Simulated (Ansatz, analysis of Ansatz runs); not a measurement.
## A hop of Mg in MgH2 (Pbcn), charge −2

How high is the barrier when Mg changes place in MgH2 (Pbcn)? The case: V_Mg hop (3.4 Å), charge −2, in a cell of 48 host atoms with 1 Mg taken out.

Method: plane-wave PAW DFT, r2SCAN; nudged elastic band between two relaxed defect structures at fixed charge in a uniform background, in Ansatz 0.2.0.

This is a report of a sequence of runs, with most program output left out.

## Step 1: The structure

The cell holds 47 atoms: 15 Mg and 32 H. Its edges and angles: a = 8.559 Å, b = 8.559 Å, c = 8.559 Å, α = 116.9°, β = 101.7°, γ = 110.1°. It derives from MgH2 (space group Pbcn). Nearest the centre at fractional (0.376, 0.375, 0.251): H44 at 0.86 Å, Mg14 at 1.72 Å, H22 at 1.98 Å, H36 at 2.19 Å, H40 at 2.30 Å, H41 at 2.49 Å, Mg5 at 2.79 Å, Mg2 at 2.80 Å. The cell carries charge −2.

The cell's shortest repeat is 8.6 Å.

## Step 2: Relaxation of the start point, charge −2

A barrier is counted from a minimum, so both ends are relaxed first. Small random displacements break the symmetry of the ideal sites, so that the defect can distort if it gains by it. The charge of −2 is set by the electron count, and a uniform background keeps the cell neutral.

qm2.start/input.yaml reads:

```yaml
crystal:
  lattice:
    - [-4.47819636, 5.4013991, 4.90197395]
    - [4.47819636, -5.4013991, 4.90197395]
    - [4.47819636, 5.4013991, -4.90197395]
  atoms:
    - { symbol: Mg, position: [0.29202377, 0.125, 0.66702377] }
    - { symbol: Mg, position: [0.29202377, 0.625, 0.16702377] }
    - { symbol: Mg, position: [0.79202377, 0.125, 0.16702377] }
    - { symbol: Mg, position: [0.79202377, 0.625, 0.66702377] }
    - { symbol: Mg, position: [0.45797623, 0.125, 0.33297623] }
    - { symbol: Mg, position: [0.45797623, 0.625, 0.83297623] }
    - { symbol: Mg, position: [0.95797623, 0.125, 0.83297623] }
    - { symbol: Mg, position: [0.95797623, 0.625, 0.33297623] }
[... 35 atom lines left out ...]
    - { symbol: H, position: [0.34507279, 0.42611384, 0.1909646] }
    - { symbol: H, position: [0.34507279, 0.92611384, 0.6909646] }
    - { symbol: H, position: [0.84507279, 0.42611384, 0.6909646] }
    - { symbol: H, position: [0.84507279, 0.92611384, 0.1909646] }
total_charge: -2
basis:
  ecutwfc: 500
  xc_grid: 2
hamiltonian:
  xc: r2scan
kpoints:
  mp_grid: { grid: [1, 1, 1] }
scf:
  occupations: { method: fixed }
  max_iter: 80
output:
  forces: true
relax:
  f_tol: 0.02
  max_steps: 70
  random_displacement: { amplitude: 0.03, seed: 7997 }
```

Run with:

```sh
$ ansatz run input.yaml --threads 4 --pin off --max-ram 7536MiB --backend cpu --events-out ev --progress --plain --runs-dir out
```

The job ended after 17 s (4 threads of Arm Neoverse V1, shared host; peak memory 0.66 GiB).

Relaxation path:

```tsv
step	energy less that of the first step (eV)	largest force component (eV/Å)
1	0.0000	1.0342
2	-0.7425	0.5329
3	-0.8327	0.2380
4	-0.8840	0.0131
5	-0.8840	0.0132
```

The atoms that moved most (Å, from the sites as typed, ahead of the random displacement, the mean shift of all atoms taken out):

```tsv
atom	dx	dy	dz	length
H44	-0.206	-0.116	0.142	0.276
H32	0.203	-0.115	-0.143	0.274
H41	0.044	0.190	0.098	0.218
H36	-0.043	0.187	-0.097	0.215
Mg2	-0.022	0.111	-0.138	0.178
Mg3	0.022	0.111	0.137	0.177
H30	-0.092	-0.094	-0.043	0.138
H17	0.093	-0.092	0.042	0.137
```

Neighbours of Mg14 at the end:

```tsv
atom	distance (Å)
H44	1.791
H34	1.934
H40	1.954
H39	1.964
H26	1.969
H22	1.986
Mg5	3.052
Mg8	3.052
```

Read from the output:

* free energy: -29406.6365 eV
* largest move from the ideal geometry of this structure, a common shift of the far atoms taken out: 0.2896 Å

The relaxation gained 0.884 eV and ended with a largest force component of 0.013 eV/Å.

## Step 3: Relaxation of the end point, charge −2

The end point is relaxed in the same cell and settings, so that the two energies compare.

qm2.end/input.yaml reads:

```yaml
crystal:
  lattice:
    - [-4.47819636, 5.4013991, 4.90197395]
    - [4.47819636, -5.4013991, 4.90197395]
    - [4.47819636, 5.4013991, -4.90197395]
  atoms:
    - { symbol: Mg, position: [0.29202377, 0.125, 0.66702377] }
    - { symbol: Mg, position: [0.29202377, 0.625, 0.16702377] }
[... 2 atom lines left out ...]
    - { symbol: Mg, position: [0.45797623, 0.125, 0.33297623] }
[... 8 atom lines left out ...]
    - { symbol: Mg, position: [0.209236, 0.375, 0.334236] }
[... 2 atom lines left out ...]
    - { symbol: H, position: [0.15492721, 0.57388616, 0.3090354] }
[... 4 atom lines left out ...]
    - { symbol: H, position: [0.59507279, 0.40410818, 0.41895895] }
[... 7 atom lines left out ...]
    - { symbol: H, position: [0.98514923, 0.17611384, 0.08104105] }
[... 4 atom lines left out ...]
    - { symbol: H, position: [0.51485077, 0.82388616, 0.41895895] }
    - { symbol: H, position: [0.23514923, 0.15410818, 0.3090354] }
[... 2 atom lines left out ...]
    - { symbol: H, position: [0.73514923, 0.65410818, 0.3090354] }
    - { symbol: H, position: [0.40492721, 0.09589182, 0.08104105] }
    - { symbol: H, position: [0.40492721, 0.59589182, 0.58104105] }
[... 2 atom lines left out ...]
    - { symbol: H, position: [0.34507279, 0.42611384, 0.1909646] }
[... 2 atom lines left out ...]
    - { symbol: H, position: [0.84507279, 0.92611384, 0.1909646] }
total_charge: -2
basis:
  ecutwfc: 500
  xc_grid: 2
hamiltonian:
  xc: r2scan
kpoints:
  mp_grid: { grid: [1, 1, 1] }
scf:
  occupations: { method: fixed }
  max_iter: 80
output:
  forces: true
relax:
  f_tol: 0.02
  max_steps: 70
  random_displacement: { amplitude: 0.03, seed: 7997 }
```

Wall time 14 s (4 threads); peak memory 0.66 GiB; 51 s of CPU time.

Step by step:

```tsv
step	energy less that of the first step (eV)	largest force component (eV/Å)
1	0.0000	1.0605
2	-0.7194	0.4125
3	-0.8624	0.0324
4	-0.8657	0.0068
```

The atoms that moved most (Å, from the sites as typed, ahead of the random displacement, the mean shift of all atoms taken out):

```tsv
atom	dx	dy	dz	length
H39	0.204	0.118	0.146	0.277
H40	-0.203	0.117	-0.147	0.277
H44	0.040	-0.187	-0.095	0.213
H34	-0.040	-0.186	0.094	0.212
Mg5	-0.021	-0.108	0.133	0.173
Mg8	0.021	-0.108	-0.132	0.172
H22	0.094	0.086	-0.047	0.136
H26	-0.093	0.087	0.047	0.135
```

Neighbours of Mg14 at the end:

```tsv
atom	distance (Å)
H44	1.826
H36	1.920
H41	1.931
H32	1.945
H30	1.992
H17	2.027
Mg2	2.931
Mg3	3.051
```

Numbers from this step:

| Quantity | Value |
| --- | --- |
| free energy | -29406.6367 eV |
| largest move from the ideal geometry of this structure, a common shift of the far atoms taken out | 0.2872 Å |

The relaxation gained 0.866 eV and ended with a largest force component of 0.0068 eV/Å. The end lies within 1 meV of the start.

## Step 4: Nudged elastic band, charge −2

3 movable images are laid between the ends on a pair-potential path, which keeps atoms from colliding in the first guess. Each image feels the true force across the path and a spring force along it. The highest image is set to climb to the top of the path.

This step: plane-wave PAW DFT, r2SCAN; nudged elastic band between two relaxed defect structures at fixed charge in a uniform background.

qm2.neb/input.yaml reads:

```yaml
crystal:
  lattice:
    - [-4.47819636, 5.4013991, 4.90197395]
    - [4.47819636, -5.4013991, 4.90197395]
    - [4.47819636, 5.4013991, -4.90197395]
  atoms:
    - { symbol: Mg, position: [0.29381898, 0.12635388, 0.66144973] }
    - { symbol: Mg, position: [0.28841133, 0.60865, 0.17415127] }
    - { symbol: Mg, position: [0.81639984, 0.14157283, 0.17904586] }
    - { symbol: Mg, position: [0.7861016, 0.62413858, 0.66679437] }
    - { symbol: Mg, position: [0.4509614, 0.11766894, 0.32639995] }
    - { symbol: Mg, position: [0.45998118, 0.63286247, 0.83289425] }
    - { symbol: Mg, position: [0.95886297, 0.12751114, 0.83443342] }
    - { symbol: Mg, position: [0.95796257, 0.62286165, 0.33064084] }
    - { symbol: Mg, position: [0.20393917, 0.87517778, 0.82803679] }
    - { symbol: Mg, position: [0.70911117, 0.37531638, 0.83323133] }
    - { symbol: Mg, position: [0.7041426, 0.8751901, 0.32835153] }
    - { symbol: Mg, position: [0.04233722, 0.37612297, 0.66492552] }
    - { symbol: Mg, position: [0.04933594, 0.88085575, 0.17192244] }
    - { symbol: Mg, position: [0.53982528, 0.37422177, 0.16545357] }
    - { symbol: Mg, position: [0.54222108, 0.86963274, 0.66788185] }
    - { symbol: H, position: [0.15310626, 0.07083826, 0.80110047] }
    - { symbol: H, position: [0.15085615, 0.58873362, 0.31022974] }
    - { symbol: H, position: [0.65072917, 0.0714574, 0.30771138] }
    - { symbol: H, position: [0.65935239, 0.57661541, 0.81689713] }
    - { symbol: H, position: [0.08825676, 0.40441813, 0.91374356] }
    - { symbol: H, position: [0.09112576, 0.90439132, 0.42122812] }
    - { symbol: H, position: [0.60115155, 0.40013961, 0.41563743] }
    - { symbol: H, position: [0.60437871, 0.92079967, 0.93406629] }
    - { symbol: H, position: [0.26667179, 0.35037451, 0.70051666] }
    - { symbol: H, position: [0.26428319, 0.82960921, 0.18302999] }
    - { symbol: H, position: [0.76038517, 0.3459487, 0.18315055] }
    - { symbol: H, position: [0.76796131, 0.84610758, 0.68612781] }
    - { symbol: H, position: [0.49126268, 0.17424202, 0.58213634] }
    - { symbol: H, position: [0.48718866, 0.67898171, 0.07874124] }
    - { symbol: H, position: [0.97231947, 0.16167529, 0.06140679] }
    - { symbol: H, position: [0.98125193, 0.67957717, 0.58153422] }
    - { symbol: H, position: [-0.01017418, 0.3321479, 0.43034397] }
    - { symbol: H, position: [0.01354871, 0.82250996, 0.91733454] }
    - { symbol: H, position: [0.51652725, 0.31996418, 0.91413409] }
    - { symbol: H, position: [0.51715634, 0.82121186, 0.41972691] }
    - { symbol: H, position: [0.24277512, 0.13958935, 0.3208399] }
    - { symbol: H, position: [0.23496621, 0.65843027, 0.80726612] }
    - { symbol: H, position: [0.73064927, 0.14995719, 0.79904593] }
    - { symbol: H, position: [0.73672365, 0.65648848, 0.30839946] }
    - { symbol: H, position: [0.40011329, 0.09186203, 0.0758181] }
    - { symbol: H, position: [0.43271243, 0.61098308, 0.60282793] }
    - { symbol: H, position: [0.90297939, 0.09378186, 0.57954053] }
    - { symbol: H, position: [0.90037128, 0.60046511, 0.08009729] }
    - { symbol: H, position: [0.34895809, 0.41776025, 0.15655239] }
    - { symbol: H, position: [0.34614233, 0.92809792, 0.69050567] }
    - { symbol: H, position: [0.84539515, 0.43065914, 0.69604926] }
    - { symbol: H, position: [0.84944187, 0.92905867, 0.19525476] }
total_charge: -2
basis:
  ecutwfc: 500
  xc_grid: 2
hamiltonian:
  xc: r2scan
kpoints:
  mp_grid: { grid: [1, 1, 1] }
scf:
  occupations: { method: fixed }
  max_iter: 80
output:
  forces: true
neb:
  images: 3
  f_tol: 0.05
  climbing: true
  initial_path: idpp
  max_iterations: 45
  order_check: false
  final_atoms:
    - { symbol: Mg, position: [0.29945641, 0.12971249, 0.6688658] }
    - { symbol: Mg, position: [0.2910016, 0.62695373, 0.17453163] }
[... 2 atom lines left out ...]
    - { symbol: Mg, position: [0.46170957, 0.13955825, 0.32223762] }
[... 8 atom lines left out ...]
    - { symbol: Mg, position: [0.20843994, 0.37978969, 0.32869709] }
[... 2 atom lines left out ...]
    - { symbol: H, position: [0.14653494, 0.58412842, 0.31812992] }
[... 4 atom lines left out ...]
    - { symbol: H, position: [0.59835689, 0.41321315, 0.43902702] }
[... 7 atom lines left out ...]
    - { symbol: H, position: [0.98243011, 0.17280956, 0.07974902] }
[... 4 atom lines left out ...]
    - { symbol: H, position: [0.51593815, 0.82687409, 0.42521465] }
    - { symbol: H, position: [0.23285169, 0.15638289, 0.30544071] }
[... 2 atom lines left out ...]
    - { symbol: H, position: [0.76114421, 0.6950911, 0.34430489] }
    - { symbol: H, position: [0.40094305, 0.06157327, 0.07083889] }
    - { symbol: H, position: [0.40422689, 0.59877211, 0.58337896] }
[... 2 atom lines left out ...]
    - { symbol: H, position: [0.3182339, 0.42417968, 0.17972101] }
[... 2 atom lines left out ...]
    - { symbol: H, position: [0.84774571, 0.93106661, 0.19276229] }
```

Elapsed: 3.1 min, on 4 threads; peak memory 1.5 GiB.

Images along the path:

```tsv
image	path (Å)	energy (eV)	Mg14: x, y, z (Å)
0	0.000	0.0000	-0.001, 1.788, 3.670
1	0.809	0.4505	0.395, 1.792, 3.323
2	1.618	0.9622	0.913, 1.800, 2.798
3	2.982	0.5478	1.609, 1.550, 1.947
4	4.347	-0.0002	2.239, 0.850, 1.272
```

This step gave:

```
free energy      : -29405.6743 eV
barrier forward  : 0.9622 eV
barrier backward : 0.9624 eV
end less start   : -1.80e-4 eV
hop length       : 3.413 Å
```

Track of the atom that was set to move:

```tsv
image	x (Å)	y (Å)	z (Å)	nearest neighbour	distance (Å)
0	-0.001	1.788	3.67	H	1.791
1	0.395	1.792	3.323	H	1.754
2	0.913	1.8	2.798	H	1.702
3	1.609	1.55	1.947	H	1.732
4	2.239	0.85	1.272	H	1.826
```

The band met its tolerance of 0.05 eV/Å after 9 iterations, with image 2 on top (the start counts as 0). Mg14, which moves farthest between the ends, has 6 H at 1.79 to 1.99 Å nearest at the start and 2 H at 1.70 to 1.80 Å at the top. In at least one step between neighbouring images a covalent bond changes partner or an atom goes far. The images sample such a step coarsely, so the top may lie higher.

(Continued in part 2 of 2.)

[Logs are printed without paths, hosts, clocks, repeated set-up lines and the standing remarks that a program may print on its own settings, such as how far it seeks lower states.]

[Hosts, paths, dates, database ids (printed as entryN), source tags and the programs' standing remarks are cut or masked in the printed files.]
